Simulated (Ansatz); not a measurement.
# (AlN)2(GaN)1 [001] superlattice, started as zinc blende: phonons and vibrational spectra

Aim: the vibrations of (AlN)2(GaN)1 [001] superlattice, started as zinc blende, their spectra, and whether the structure is stable.

Method: DFT PBEsol, scalar-relativistic, plane waves, PAW, in Ansatz 0.2.0.

The structure was built from a prototype and need not be the compound's stable phase.

### 1. The structure

The structure is tetragonal, space group I-4m2 (No. 119). Conventional cell: a = 3.125 Å, b = 3.125 Å, c = 13.260 Å, α = 90.00°, β = 90.00°, γ = 90.00°. Al has 4 N at 1.91 Å nearest. Nearest to Ga lie 4 N at 1.91 Å. Nearest to N lie 4 Al at 1.91 Å. N has 2 Ga at 1.91 Å and 2 Al at 1.91 Å nearest. Farther neighbours and most contacts between anions are not listed.

### 2. Coarse relaxation

The start is far from rest, so a relaxation with loose tolerances brings it close first.

The input, input.yaml:

```yaml
crystal:
  lattice:
    - [2.21, 2.21, 0.0]
    - [-2.21, 2.21, 0.0]
    - [2.21, 0.0, 6.63]
  atoms:
    - { symbol: Al, position: [0.0, 0.0, 0.0] }
    - { symbol: Al, position: [0.333333, 0.666667, 0.333333] }
    - { symbol: Ga, position: [0.666667, 0.333333, 0.666667] }
    - { symbol: "N", position: [0.416667, 0.083333, 0.166667] }
    - { symbol: "N", position: [0.75, 0.75, 0.5] }
    - { symbol: "N", position: [0.083333, 0.416667, 0.833333] }
kpoints:
  mp_grid: { grid: [6, 6, 6] }
hamiltonian:
  xc: pbesol
scf:
  occupations: { method: gaussian, width: 0.1 }
output:
  forces: true
  stress: true
  eigenvalues: true
relax:
  adjacent_minimum: "off"
  f_tol: 0.05
  max_steps: 80
  cell: { stress_tol: 0.5 }
```

On the command line:

```sh
> ansatz run input.yaml --threads 8 --pin off --max-ram 14336MiB --backend cpu --events-out ev --progress --plain --runs-dir out
```

Numbers of over 12 decimals in the logs are rounded to 6 here.

What it wrote:

```text
[...]
- [-2.210241, 2.210241, -1.6060752028341959e-19]
    - [2.210241, 0, 6.611917]
  atoms:
    - { symbol: Al, position: [-0.00160654, 0.00160654, 0.00321307] }
    - { symbol: Al, position: [0.334940, 0.665060, 0.330120] }
    - { symbol: Ga, position: [0.666667, 0.333333, 0.666667] }
    - { symbol: N, position: [0.416667, 0.083333, 0.166667] }
    - { symbol: N, position: [0.754137, 0.745863, 0.491726] }
    - { symbol: N, position: [0.079197, 0.420803, 0.841607] }
[key lines of the parts left out:]
SCF converged after 7 iterations
Free energy (F): -5934.649715 eV
Fermi energy:    9.418091 eV
P = ⅓ Tr σ = 0.1482 GPa (1.482 kbar)
```

It took 2.7 s on 8 threads of Arm Neoverse V2, shared host; peak memory 0.49 GiB.

Step by step:

```
step  energy less that of the first step (eV)  largest force component (eV/Å)  pressure (GPa)  volume (Å³)
   1                                   0.0000                          1.1203            0.00        64.76
   2                                  -0.0489                          0.5183           -0.26        64.76
   3                                  -0.0617                          0.0122            0.16        64.60
  4*                                  -0.0612                          0.0123            0.15        64.60
```

Relaxation steps marked * repeat the geometry before them on a plane-wave basis chosen anew for their cell, so energy and pressure can jump there.

Forces are held to the 8 operations that the run works with; a distortion that breaks them can't arise in this run.

```
conventional cell, symmetrised  before   after  change
                         a (Å)   3.125   3.126  +0.0 %
                         b (Å)   3.125   3.126  +0.0 %
                         c (Å)  13.260  13.224  -0.3 %
              volume (Å³/atom)   10.79   10.77  -0.3 %
```

The atoms that moved most (Å, as changes of fractional coordinates times the final cell):

```
atom     dx     dy      dz  length
  N6  0.000  0.000   0.055   0.055
  N5  0.000  0.000  -0.055   0.055
 Al1  0.000  0.000   0.021   0.021
 Al2  0.000  0.000  -0.021   0.021
```

Final coordinates:

```xyz
6
Lattice="2.2102 2.2102 0.0000 -2.2102 2.2102 0.0000 2.2102 0.0000 6.6119" Properties=species:S:1:pos:R:3 pbc="T T T"
Al    0.0000    0.0000    0.0212
Al    0.0000    2.2102    2.1827
Ga    2.2102    2.2102    4.4079
N     1.1051    1.1051    1.1020
N     1.1051    3.3154    3.2513
N     1.1051    1.1051    5.5646
```

A gap read on the k-mesh alone can miss the band edges.

Numbers from this step:

| Item | Value |
| --- | --- |
| pressure | 0.1482 GPa |
| gap on the k-mesh | 3.144 eV |
| volume per atom | 10.77 Å³ |
| direct gap on mesh | 3.146 eV |

In this step the volume went from 10.79 to 10.77 Å³/atom.

### 3. Relaxation

The cell and atoms are relaxed, since residual forces and stress would shift the frequencies.

The input, input.yaml:

```yaml
crystal:
  lattice:
    - [2.2102410916, 2.2102410916, 0.0]
    - [-2.2102410916, 2.2102410916, 0.0]
    - [2.2102410916, 0.0, 6.6119172378]
  atoms:
    - { symbol: Al, position: [-0.0016065351, 0.0016065351, 0.0032130702] }
    - { symbol: Al, position: [0.3349398684, 0.6650601316, 0.3301202632] }
    - { symbol: Ga, position: [0.6666666667, 0.3333333333, 0.6666666667] }
    - { symbol: "N", position: [0.4166666667, 0.0833333333, 0.1666666667] }
    - { symbol: "N", position: [0.7541368022, 0.7458631978, 0.4917263956] }
    - { symbol: "N", position: [0.0791965311, 0.4208034689, 0.8416069378] }
kpoints:
  mp_grid: { grid: [6, 6, 6] }
hamiltonian:
  xc: pbesol
scf:
  occupations: { method: gaussian, width: 0.02 }
output:
  forces: true
  stress: true
  eigenvalues: true
relax:
  adjacent_minimum: "off"
  f_tol: 0.005
  max_steps: 80
  cell: { stress_tol: 0.05 }
```

What it wrote:

```text
[...]
Crystal: 6 atoms, lattice volume = 64.601 Å³
Basis set: ecut = 420 eV, 1275 PW (Γ), exchange–correlation on 48×48×96 points (8 copies of the dense FFT grid, shifted against one another)
Bands: 23, of which v1, the nominal top of the filled ones, is band 17 counted from 1 (16 counted from 0)
Symmetry: 8 space group operations
[...]
k-points: 30 of 216 (time reversal used)
[...]
cell:  # Å, volume = 64.6469 Å³
    - [2.211910, 2.211910, 0]
    - [-2.211910, 2.211910, 0]
    - [2.211910, 0, 6.606666]
  atoms:
    - { symbol: Al, position: [-0.00166035, 0.00166035, 0.0033207] }
    - { symbol: Al, position: [0.334994, 0.665006, 0.330013] }
    - { symbol: Ga, position: [0.666667, 0.333333, 0.666667] }
    - { symbol: N, position: [0.416667, 0.083333, 0.166667] }
    - { symbol: N, position: [0.754187, 0.745813, 0.491625] }
    - { symbol: N, position: [0.079146, 0.420854, 0.841708] }
[key lines of the parts left out:]
SCF converged after 8 iterations
Free energy (F): -5934.649776 eV
Fermi energy:    9.406379 eV
P = ⅓ Tr σ = 0.0031 GPa (0.031 kbar)
```

Wall time 3.2 s (8 threads); peak memory 0.5 GiB; 19 s of CPU time.

Little changed from the start: no atom moved by 0.005 Å and no cell edge by 0.1 %.

Numbers from this step:

| Quantity | Value |
| --- | --- |
| pressure | 0.003109 GPa |
| gap on the k-mesh | 3.141 eV |
| direct gap on mesh | 3.141 eV |

In this step the volume went from 10.77 to 10.77 Å³/atom.

### 4. Tight relaxation

Phonons need a cell at rest on their own settings, so the relaxation is repeated with tight tolerances on forces and stress, using the mesh and the filling of the phonon run that follows.

The input, input.yaml:

```yaml
crystal:
  lattice:
    - [2.211910486, 2.211910486, 0.0]
    - [-2.211910486, 2.211910486, 0.0]
    - [2.211910486, 0.0, 6.6066663204]
  atoms:
    - { symbol: Al, position: [-0.0016603505, 0.0016603505, 0.0033207009] }
    - { symbol: Al, position: [0.3349936838, 0.6650063162, 0.3300126324] }
    - { symbol: Ga, position: [0.6666666667, 0.3333333333, 0.6666666667] }
    - { symbol: "N", position: [0.4166666667, 0.0833333333, 0.1666666667] }
    - { symbol: "N", position: [0.7541874715, 0.7458125285, 0.4916250571] }
    - { symbol: "N", position: [0.0791458619, 0.4208541381, 0.8417082763] }
kpoints:
  mp_grid: { grid: [8, 8, 8] }
hamiltonian:
  xc: pbesol
scf:
  occupations: { method: fixed }
output:
  forces: true
  stress: true
  eigenvalues: true
  write_density: true
  write_potential: true
  elf: true
  volumetric_format: npy
relax:
  adjacent_minimum: "off"
  f_tol: 0.001
  max_steps: 60
  cell: { stress_tol: 0.01 }
```

What it wrote:

```text
[...]
Crystal: 6 atoms, lattice volume = 64.647 Å³
Basis set: ecut = 420 eV, 1275 PW (Γ), exchange–correlation on 48×48×96 points (8 copies of the dense FFT grid, shifted against one another)
Bands: 23, of which v1, the nominal top of the filled ones, is band 17 counted from 1 (16 counted from 0)
Symmetry: 8 space group operations
[...]
k-points: 59 of 512 (time reversal used)
[...]
cell:  # Å, volume = 64.6500 Å³
    - [2.211732, 2.211732, 0]
    - [-2.211732, 2.211732, 0]
    - [2.211732, 0, 6.608053]
  atoms:
    - { symbol: Al, position: [-0.00165713, 0.00165713, 0.00331427] }
    - { symbol: Al, position: [0.334990, 0.665010, 0.330019] }
    - { symbol: Ga, position: [0.666667, 0.333333, 0.666667] }
    - { symbol: N, position: [0.416667, 0.083333, 0.166667] }
    - { symbol: N, position: [0.754181, 0.745819, 0.491639] }
    - { symbol: N, position: [0.079153, 0.420847, 0.841694] }
[key lines of the parts left out:]
SCF converged after 5 iterations
Free energy (F): -5934.652317 eV
Fermi energy:    7.834586 eV
P = ⅓ Tr σ = -0.0001 GPa (-0.001 kbar)
```

Elapsed: 4.6 s, on 8 threads; peak memory 0.54 GiB.

Little changed from the start: no atom moved by 0.005 Å and no cell edge by 0.1 %.

Numbers from this step:

| Item | Value |
| --- | --- |
| pressure | -7.25e-5 GPa |

ELF in the ac plane of the conventional cell at fractional y = 0.500, with atoms of Al and Ga and N within 0.2 Å of it. It is the smooth field of the valence electrons, not physical close to the nuclei.

Ten even steps from '0' (0.02) to '9' (0.85), each cell a mean:
```
11100000000011
00000111110000
00011111111100
44431000001344
99996200037999
36999631379985
57887411257886
88642100013578
32100000000112
00001111110000
00112211122110
32221000012222
88642100013578
46886321247885
56886311147886
88752000013578
32100000000123
00001111111000
01111000011110
55531000001455
99997300048999
35999631479985
67886311247887
76532000012466
```
Columns run along a (3.1 Å), rows up along c (13.2 Å), edges of the conventional cell, whose origin can differ from the input's. Atoms in or near the plane, at fractional coordinates: Al at (0.50, 0.17), Al at (0.50, 0.83), Ga at (0.50, 0.50), N at (0.00, 0.75), N at (0.00, 0.41), N at (0.00, 0.09).

Electrostatic potential energy in the ac plane of the conventional cell at fractional y = 0.500, with atoms of Al and Ga and N within 0.2 Å of it. With pseudopotentials it is smooth inside the atoms' cores, unlike the true potential.

Ten even steps from '_' (-46 eV) to '@' (13 eV), each cell a mean:
```
@@@@@@@@@@@@@@@@@@@@@@@@@@@@
@@@@@@@@@@@@@@@@@@@@@@@@@@@@
@@@@@@%%%%##########%%%%@@@@
@@@@%%##**##%%%%##****##@@@@
####%%##**########****##%%##
____==##%%%%######%%%%**::__
..::++%%@@@@@@@@@@@@@@##==::
%%@@@@@@@@@@@@@@@@@@@@@@@@@@
@@@@@@@@@@@@@@@@@@@@@@@@@@@@
@@@@@@@@@@@@@@@@@@@@@@@@@@@@
@@@@@@%%##********##%%%%@@@@
@@@@%%##++++++++++++**##@@@@
##%%%%##**++++++++++**##%%%%
__..==##%%########%%%%**--__
....++%%@@@@@@@@@@@@@@##--..
%%%%@@@@@@@@@@@@@@@@@@@@@@%%
@@@@@@@@@@@@@@@@@@@@@@@@@@@@
@@@@@@@@@@@@@@@@@@@@@@@@@@@@
@@@@@@%%####****####%%%%@@@@
@@@@%%##**##%%%%%%****##@@@@
**##%%##****######**########
____--##%%%%######%%%%**::__
::--**%%@@@@@@@@@@@@@@%%++::
@@@@@@@@@@@@@@@@@@@@@@@@@@@@
```
Columns run along a (3.1 Å; values clipped at the 3rd and 97th percentile), rows up along c (13.2 Å), edges of the conventional cell, whose origin can differ from the input's. Atoms in or near the plane, at fractional coordinates: Al at (0.50, 0.17), Al at (0.50, 0.83), Ga at (0.50, 0.50), N at (0.00, 0.75), N at (0.00, 0.41), N at (0.00, 0.09).

Valence density in the ac plane of the conventional cell at fractional y = 0.500, with atoms of Al and Ga and N within 0.2 Å of it. It is the smooth field of the valence electrons, not physical close to the nuclei.

Ten steps, logarithmic in the rise over the least value, from '0' (0 e/Å³) to '9' (30 e/Å³), each cell a mean:
```
00000000000000
00000000000000
00000000000000
00000000000000
33221000001223
55432100012345
54321000011344
22110000000112
00000000000000
00000000000000
00001233321000
00113699852110
22223578742222
55432122122345
54421000011345
22110000000122
00000000000000
00000000000000
00000000000000
11000000000011
33221000011233
55432100012345
44321000011244
21100000000111
```
Columns run along a (3.1 Å), rows up along c (13.2 Å), edges of the conventional cell, whose origin can differ from the input's. Atoms in or near the plane, at fractional coordinates: Al at (0.50, 0.17), Al at (0.50, 0.83), Ga at (0.50, 0.50), N at (0.00, 0.75), N at (0.00, 0.41), N at (0.00, 0.09).

The largest force component left is 0.029 meV/Å and the pressure is 0.000 GPa, within the tolerances set. The cell now holds 10.77 Å³/atom.

(Part 1 of 2 ends here.)

[Logs are printed without paths, hosts, clocks, repeated set-up lines and the standing remarks that a program may print on its own settings, such as how far it seeks lower states.]

[Hosts, paths, dates, database ids (printed as entryN), source tags and the programs' standing remarks are cut or masked in the printed files.]
